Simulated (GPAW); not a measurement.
# S K ELNES/XANES of CSO (R3m) from DFT, part 3 of 3

How does the S K edge of CSO (R3m) move when the bonds are compressed or stretched?

GPAW 26.7.0; X-ray absorption from dipole matrix elements to empty bands, plane-wave PAW LDA.

So far. Step 4 (Spectrum with FCH, S atom 1): The hole costs E(hole) − E(ground) = 2474.91 eV, and the lowest empty level of the hole cell on the spectrum's mesh lies at 0.60 eV, which puts the zero at 2475.52 eV. One term is added: -16.82 eV, since the hole is spin-paired here and a spin-polarised one costs that much less in the free atom (computed apart). The photon energy is then 2458.70 eV.

**8. Spectrum with FCH, S atom 1**

Shorter bonds are expected to push antibonding states and scattering resonances up, and longer ones down; the cell is scaled to test that.

Changed against the first core-hole run: volume scale from 1 to 0.94.

Contents of xas.py:

```python
import numpy as np
from ase import Atoms
from ase.parallel import parprint, paropen
from gpaw import GPAW, PW, FermiDirac, Mixer, MixerDif, setup_paths
from gpaw.test import gen
setup_paths.insert(0, '.')
gen('S', name='fch1s', xcname='LDA', corehole=(1, 0, 1), write_xml=True)
from gpaw.mpi import world
world.barrier()

atoms = Atoms('S2O2C2',
    cell=[[0, -3.72592522, -3.96442334],
     [3.22674589, -1.86296261, 3.96442334],
     [-3.22674589, -1.86296261, 3.96442334]],
    scaled_positions=[[0.729498, 0.270502, 0.270502],
     [0.229498, 0.770502, 0.770502],
     [0.5042535, 0.4957465, 0.4957465],
     [0.0042535, 0.9957465, 0.9957465],
     [0.6011485, 0.3988515, 0.3988515],
     [0.1011485, 0.8988515, 0.8988515]],
    pbc=True)
atoms.calc = calc = GPAW(legacy_gpaw=True, mode=PW(500, force_complex_dtype=True), xc='LDA', setups={0: 'fch1s'},
    kpts={'size': (4, 4, 4), 'gamma': True}, occupations=FermiDirac(0.02),
    charge=0, mixer=Mixer(0.1, 5, 50), maxiter=150,
    convergence={'density': 0.0001, 'eigenstates': 1e-6}, txt='scf.txt')
energy = atoms.get_potential_energy() + calc.get_reference_energy()
ef = calc.get_fermi_level()
out = dict(energy=energy, fermi=ef, forces=atoms.get_forces().tolist())
parprint(f'all-electron energy {energy:.4f} eV, Fermi level {ef:.4f} eV')
ev = np.array([[calc.get_eigenvalues(k, s) for k in range(len(calc.get_ibz_k_points()))] for s in range(calc.get_number_of_spins())])
out['homo'], out['lumo'], out['counts'] = ev[ev < ef].max(), ev[ev > ef].min(), sorted(set((ev < ef).sum((0, 2)).tolist()))
out['filled'] = (ev[:, 0] < ef).sum(1).tolist()

from ase.units import Ha
from gpaw.xas import dipole_matrix_elements
nb = int(calc.get_number_of_electrons() / 2) + 88
top, nb = nb, nb + 8 + nb // 12
nscf = calc.fixed_density(kpts={'size': (5, 5, 5), 'gamma': True}, nbands=nb,
    convergence={'bands': top, 'eigenstates': 1e-5}, maxiter=60, txt='nscf.txt')
cell = atoms.cell.array
ops = [cell.T @ U.T @ np.linalg.inv(cell.T) for U in nscf.wfs.kd.symmetry.op_scc]
filled = [16]  # bands filled in the ground state, by spin
E = np.arange(-6, 34, 0.1)
fwhm = np.interp(E, [4, 25], [0.9, 3.5])
Y, X, zero, highest = 0, 0, 1e9, 1e9
for spin in range(nscf.get_number_of_spins()):
    wfs = nscf.wfs
    A = dipole_matrix_elements(wfs.setups[0])
    eps = np.zeros((wfs.kd.nibzkpts, nb))
    d = np.zeros((3, A.shape[1], wfs.kd.nibzkpts, nb), complex)
    for kpt in wfs.kpt_u:
        if kpt.s == spin and 0 in kpt.P_ani:
            eps[kpt.k] = kpt.eps_n * Ha
            d[:, :, kpt.k] = (kpt.weight * wfs.nspins / 2) ** 0.5 * np.inner(A, kpt.P_ani[0])
    world.sum(eps)
    world.sum(d)
    T = np.einsum('amkn,bmkn->abkn', d, d.conj()).real
    T = sum(np.einsum('ai,ijkn,bj->abkn', R, T, R) for R in ops) / len(ops)
    empty = np.ones_like(eps, bool) & (np.arange(nb) >= filled[spin])
    zero, highest = min(zero, eps[empty].min()), min(highest, eps[:, top - 1].min())
    lines = [(eps, T, empty)] if spin == 0 else lines + [(eps, T, empty)]
for eps, T, empty in lines:
    f = np.einsum('aakn->akn', T).reshape(3, -1)
    x = eps.ravel() - zero
    w = np.interp(x, E, fwhm) / 2.35482
    g = np.exp(-0.5 * ((E[:, None] - x) / w) ** 2) / (w * (2 * np.pi) ** 0.5)
    Y = Y + (f * empty.ravel()) @ g.T
    X = X + (f * ~empty.ravel()) @ g.T
out.update(E=E.round(2).tolist(), xas=Y.tolist(), xes=X.tolist(), zero=zero, valid=highest - zero, nk=len(eps), nb=nb)
for i in range(0, len(E), 10):
    parprint(f'{E[i]:7.2f}', *(f'{v:10.3e}' for v in Y[:, i]))
import json
with paropen('out.json', 'w') as f:
    json.dump(out, f)
```

Command:

```sh
$ OMP_NUM_THREADS=1 mpirun -n 4 gpaw python xas.py
```

Numbers of over 12 decimals in the logs are rounded to 6 here.

Log:

```text
Input parameters:
  convergence: {density: 0.0001,
                eigenstates: 1e-06}
  kpts: {gamma: True,
         size: (4, 4, 4)}
  maxiter: 150
  mixer: {backend: pulay,
          beta: 0.1,
          method: separate,
          nmaxold: 5,
          weight: 50}
  mode: {ecut: 500.0,
         force_complex_dtype: True,
         name: pw}
  occupations: {fixmagmom: False,
                name: fermi-dirac,
[...]
*p    :     0.277888
*d    :     0.000000
--------------------------------

Diagonalizing with gridspacing h=0.050

state   all-electron     PAW
-------------------------------
3s:      -1.141348    -1.142157
3p:      -0.722112    -0.722797
*d:                   -0.153507
*f:                   -0.016109
-------------------------------
all-electron energy -25310.5735 eV, Fermi level -0.7093 eV
[...]
32.00  1.640e-06  1.640e-06  1.622e-06
  33.00  1.821e-06  1.821e-06  1.452e-06
[key lines of the parts left out:]
Converged after 15 iterations.
Dipole moment: (0.000000, -0.000000, 9.802821) |e|*Ang
Free energy:    -53.014277
Fermi level: -0.70935
```

Run time: 74 s. Hardware: 4 MPI ranks of Arm Neoverse V2, shared host; peak memory 0.35 GiB; 5 min of CPU time.

```tsv
E (eV)	first run	this run
-2.0	0.00	0.00
-1.0	0.10	0.10
0.0	4.12	4.13
1.0	1.74	0.68
2.0	3.30	4.44
3.0	0.31	0.55
4.0	0.33	0.37
5.0	0.44	0.50
6.0	0.76	0.90
7.0	1.21	1.26
8.0	1.02	1.06
9.0	0.74	0.78
10.0	0.63	0.70
11.0	0.59	0.61
12.0	0.60	0.62
13.0	0.73	0.73
14.0	0.82	0.82
15.0	0.79	0.79
16.0	0.79	0.76
17.0	0.83	0.79
18.0	0.86	0.82
19.0	0.88	0.82
20.0	0.98	0.86
21.0	1.13	0.97
22.0	1.29	1.12
23.0	1.43	1.28
24.0	1.48	1.43
25.0	1.41	1.50
26.0	1.23	1.45
27.0	1.01	1.29
28.0	0.82	1.07
29.0	0.69	0.87
30.0	0.62	0.73
31.0	0.60	0.65
32.0	0.64	0.62
```

The scaled spectrum changes by 27 % r.m.s. The highest intensity below 16 eV goes from 1.6 eV (5.30) to 1.9 eV (4.68).

The photon energy of the zero moves by +0.15 eV.

**9. Supercell without a hole, the energy reference**

The cell changes for the next run, so it gets a reference energy of its own.

The cell differs from the one that the last finished run ended in (a 5.441 → 5.716 Å, b 5.441 → 5.716 Å, c 5.441 → 5.716 Å).

Contents of scf.py:

```python
import numpy as np
from ase import Atoms
from ase.parallel import parprint, paropen
from gpaw import GPAW, PW, FermiDirac, Mixer, MixerDif, setup_paths
from gpaw.test import gen
setup_paths.insert(0, '.')
gen('S', name='nch1s', xcname='LDA', corehole=(1, 0, 0), write_xml=True)
from gpaw.mpi import world
world.barrier()

atoms = Atoms('S2O2C2',
    cell=[[0, -3.91441634, -4.16497986],
     [3.38998399, -1.95720817, 4.16497986],
     [-3.38998399, -1.95720817, 4.16497986]],
    scaled_positions=[[0.729498, 0.270502, 0.270502],
     [0.229498, 0.770502, 0.770502],
     [0.5042535, 0.4957465, 0.4957465],
     [0.0042535, 0.9957465, 0.9957465],
     [0.6011485, 0.3988515, 0.3988515],
     [0.1011485, 0.8988515, 0.8988515]],
    pbc=True)
atoms.calc = calc = GPAW(legacy_gpaw=True, mode=PW(500, force_complex_dtype=True), xc='LDA', setups={0: 'nch1s'},
    kpts={'size': (4, 4, 4), 'gamma': True}, occupations=FermiDirac(0.02),
    charge=0, mixer=Mixer(0.1, 5, 50), maxiter=150,
    convergence={'density': 0.0001, 'eigenstates': 1e-6}, txt='scf.txt')
energy = atoms.get_potential_energy() + calc.get_reference_energy()
ef = calc.get_fermi_level()
out = dict(energy=energy, fermi=ef, forces=atoms.get_forces().tolist())
parprint(f'all-electron energy {energy:.4f} eV, Fermi level {ef:.4f} eV')
ev = np.array([[calc.get_eigenvalues(k, s) for k in range(len(calc.get_ibz_k_points()))] for s in range(calc.get_number_of_spins())])
out['homo'], out['lumo'], out['counts'] = ev[ev < ef].max(), ev[ev > ef].min(), sorted(set((ev < ef).sum((0, 2)).tolist()))
out['filled'] = (ev[:, 0] < ef).sum(1).tolist()
import json
with paropen('out.json', 'w') as f:
    json.dump(out, f)
```

Command:

```sh
$ OMP_NUM_THREADS=1 mpirun -n 4 gpaw python scf.py
```

Log:

```text
Input parameters:
  convergence: {density: 0.0001,
                eigenstates: 1e-06}
  kpts: {gamma: True,
         size: (4, 4, 4)}
  maxiter: 150
  mixer: {backend: pulay,
          beta: 0.1,
          method: separate,
          nmaxold: 5,
          weight: 50}
  mode: {ecut: 500.0,
         force_complex_dtype: True,
         name: pw}
  occupations: {fixmagmom: False,
                name: fermi-dirac,
[...]
3s(2) :    -0.634959     1.191395
*s    :     0.365041
3p(4) :    -0.261139     0.997058
*p    :     0.738861
*d    :     0.000000
--------------------------------

Diagonalizing with gridspacing h=0.050

state   all-electron     PAW
-------------------------------
3s:      -0.634959    -0.635587
3p:      -0.261139    -0.261554
*d:                    0.043150
*f:                    0.074695
-------------------------------
all-electron energy -27784.6733 eV, Fermi level -1.1967 eV
[key lines of the parts left out:]
Converged after 15 iterations.
Dipole moment: (-0.000000, -0.000000, 10.951693) |e|*Ang
Free energy:    -42.084165
Fermi level: -1.19665
```

It took 12 s on 4 MPI ranks; peak memory 0.22 GiB.

Reference energy: -27784.673 eV with the cores included.

**10. Spectrum with FCH, S atom 1**

Shorter bonds are expected to push antibonding states and scattering resonances up, and longer ones down; the cell is scaled to test that.

Changed against the first core-hole run: volume scale from 1 to 1.09.

xas.py, as its differences from that of step 8:

```diff
@@ -11,5 +11,5 @@
 atoms = Atoms('S2O2C2',
-    cell=[[0, -3.72592522, -3.96442334],
-     [3.22674589, -1.86296261, 3.96442334],
-     [-3.22674589, -1.86296261, 3.96442334]],
+    cell=[[0, -3.91441634, -4.16497986],
+     [3.38998399, -1.95720817, 4.16497986],
+     [-3.38998399, -1.95720817, 4.16497986]],
     scaled_positions=[[0.729498, 0.270502, 0.270502],
@@ -35,5 +35,5 @@
 from gpaw.xas import dipole_matrix_elements
-nb = int(calc.get_number_of_electrons() / 2) + 88
+nb = int(calc.get_number_of_electrons() / 2) + 102
 top, nb = nb, nb + 8 + nb // 12
-nscf = calc.fixed_density(kpts={'size': (5, 5, 5), 'gamma': True}, nbands=nb,
+nscf = calc.fixed_density(kpts={'size': (4, 4, 4), 'gamma': True}, nbands=nb,
     convergence={'bands': top, 'eigenstates': 1e-5}, maxiter=60, txt='nscf.txt')
```

Command:

```sh
$ OMP_NUM_THREADS=1 mpirun -n 4 gpaw python xas.py
```

Log:

```text
Input parameters:
  convergence: {density: 0.0001,
                eigenstates: 1e-06}
  kpts: {gamma: True,
         size: (4, 4, 4)}
  maxiter: 150
  mixer: {backend: pulay,
          beta: 0.1,
          method: separate,
          nmaxold: 5,
          weight: 50}
  mode: {ecut: 500.0,
         force_complex_dtype: True,
         name: pw}
  occupations: {fixmagmom: False,
                name: fermi-dirac,
[...]
*p    :     0.277888
*d    :     0.000000
--------------------------------

Diagonalizing with gridspacing h=0.050

state   all-electron     PAW
-------------------------------
3s:      -1.141348    -1.142157
3p:      -0.722112    -0.722797
*d:                   -0.153507
*f:                   -0.016109
-------------------------------
all-electron energy -25309.1901 eV, Fermi level -1.4619 eV
[...]
32.00  2.170e-06  2.170e-06  1.403e-06
  33.00  2.222e-06  2.222e-06  1.432e-06
[key lines of the parts left out:]
Converged after 15 iterations.
Dipole moment: (-0.000000, -0.000000, 9.880794) |e|*Ang
Free energy:    -51.630903
Fermi level: -1.46187
```

It took 65 s on 4 MPI ranks; peak memory 0.34 GiB; 4.3 min of CPU time.

```tsv
E (eV)	first run	this run
-2.0	0.00	0.00
-1.0	0.10	0.10
0.0	4.12	4.01
1.0	1.74	4.83
2.0	3.30	0.97
3.0	0.31	0.14
4.0	0.33	0.25
5.0	0.44	0.33
6.0	0.76	0.59
7.0	1.21	1.08
8.0	1.02	0.95
9.0	0.74	0.67
10.0	0.63	0.56
11.0	0.59	0.55
12.0	0.60	0.58
13.0	0.73	0.73
14.0	0.82	0.83
15.0	0.79	0.82
16.0	0.79	0.86
17.0	0.83	0.91
18.0	0.86	0.94
19.0	0.88	1.02
20.0	0.98	1.15
21.0	1.13	1.29
22.0	1.29	1.39
23.0	1.43	1.39
24.0	1.48	1.27
25.0	1.41	1.08
26.0	1.23	0.88
27.0	1.01	0.72
28.0	0.82	0.62
29.0	0.69	0.57
30.0	0.62	0.58
31.0	0.60	0.65
32.0	0.64	0.71
```

This run also has another mesh (4×4×4 against 5×5×5), so part of the 41 % r.m.s. difference comes from the mesh. The highest intensity below 16 eV goes from 1.6 eV (5.30) to 1.3 eV (5.88).

The photon energy of the zero moves by -0.23 eV.

**11. The volumes side by side**

```tsv
volume	nearest distance (Å)	shift of the zero (eV)	maximum 1 (eV above own zero)	maximum 2 (eV above own zero)	maximum 3 (eV above own zero)
0.91	1.510	+0.23	0.1	2.0	7.0
0.94	1.526	+0.15	0.0	1.9	7.0
1	1.558	+0.00	0.0	1.6	7.1
1.09	1.604	-0.23	0.0	1.3	7.3
```

The curves, each shifted by its zero's change so that they share one photon-energy axis, counted from the zero at V × 1:

```tsv
E (eV)	V × 0.91	V × 0.94	V × 1	V × 1.09
-2.0	0.00	0.00	0.00	0.00
-1.0	0.02	0.03	0.10	0.45
0.0	3.14	3.60	4.12	3.67
1.0	0.81	0.71	1.74	5.85
2.0	3.72	4.66	3.30	0.28
3.0	1.23	0.68	0.31	0.18
4.0	0.38	0.36	0.33	0.28
5.0	0.51	0.49	0.44	0.35
6.0	0.82	0.80	0.76	0.71
7.0	1.27	1.25	1.21	1.11
8.0	1.18	1.13	1.02	0.86
9.0	0.81	0.79	0.74	0.65
10.0	0.77	0.72	0.63	0.55
11.0	0.63	0.62	0.59	0.55
12.0	0.62	0.61	0.60	0.61
13.0	0.70	0.71	0.73	0.76
14.0	0.82	0.82	0.82	0.83
15.0	0.81	0.80	0.79	0.83
16.0	0.75	0.75	0.79	0.88
17.0	0.76	0.78	0.83	0.91
18.0	0.80	0.82	0.86	0.96
19.0	0.80	0.81	0.88	1.04
20.0	0.80	0.85	0.98	1.18
21.0	0.87	0.95	1.13	1.32
22.0	0.99	1.09	1.29	1.40
23.0	1.14	1.26	1.43	1.37
24.0	1.31	1.41	1.48	1.23
25.0	1.45	1.50	1.41	1.03
26.0	1.51	1.47	1.23	0.84
27.0	1.44	1.32	1.01	0.69
28.0	1.27	1.11	0.82	0.60
29.0	1.05	0.90	0.69	0.57
30.0	0.87	0.75	0.62	0.60
31.0	0.74	0.66	0.60	0.66
32.0	0.66	0.62	0.64	0.71
```

**12. Summary of results**

```yaml
absorber_and_edge: S K, atom 1 of the ground-state input (counted from 1)
surroundings: 1 C at 1.56 Å (terminal, site symmetry 3m)
highest_intensity_below_16_ev: 1.6 eV above the zero, height 5.30
photon_energy_of_the_zero_with_the_added_terms: 2458.7 eV (raw 2475.5 eV; LDA puts this hole about 9 eV below PBE, itself good to a few eV)
```

**Reading.** From V × 0.91 to V × 1.09 the nearest distance grows by 0.094 Å and the zero moves by -0.47 eV. Above their own zero, the maxima move from 0.1 to 0.0 eV, from 2.0 to 1.3 eV and from 7.0 to 7.3 eV. The meshes differ between volumes, which adds to the changes. The S K edge of atom 1, with 1 C at 1.56 Å (terminal, site symmetry 3m), has its highest intensity of the first 16 eV at 1.6 eV above the zero, near 2460 eV in photon energy (LDA puts this hole about 9 eV below PBE, itself good to a few eV), 5.3 times the mean level of the first 20 eV (Gaussian full width 0.9 eV up to 4 eV, rising linearly to 3.5 eV at 25 eV). At the S K edge of atom 1 polarisation matters most near 1.6 eV, where the curves differ by 15.8 on this scale. The holes are only 5.6 Å apart, so the shape is probably not converged with cell size; no larger cell was run here. The mesh is coarse (0.24 Å⁻¹ between points), so small maxima may be mesh ripples. Lifetime broadening is put in by hand, and intensities beyond about 20 eV depend on it and on the partial waves. The structure is a computed Materials Project entry and may be a hypothetical form.

[Banner, clock and machine lines of the logs are left out without a mark of their own.]

[Logs are printed without paths, hosts, clocks, repeated set-up lines and the standing remarks that a program may print on its own settings, such as how far it seeks lower states.]

[Hosts, paths, dates, database ids (printed as entryN), source tags and the programs' standing remarks are cut or masked in the printed files.]

[Lists of maxima count a maximum above −3 eV only where it reaches 4 % of the highest in the window and stands out from its surroundings by 2 % of it (1.5 % where it reaches 55 %); shoulders and weaker maxima are passed over, and of the rest the first, up to two pre-edge ones and the few strongest are named.]
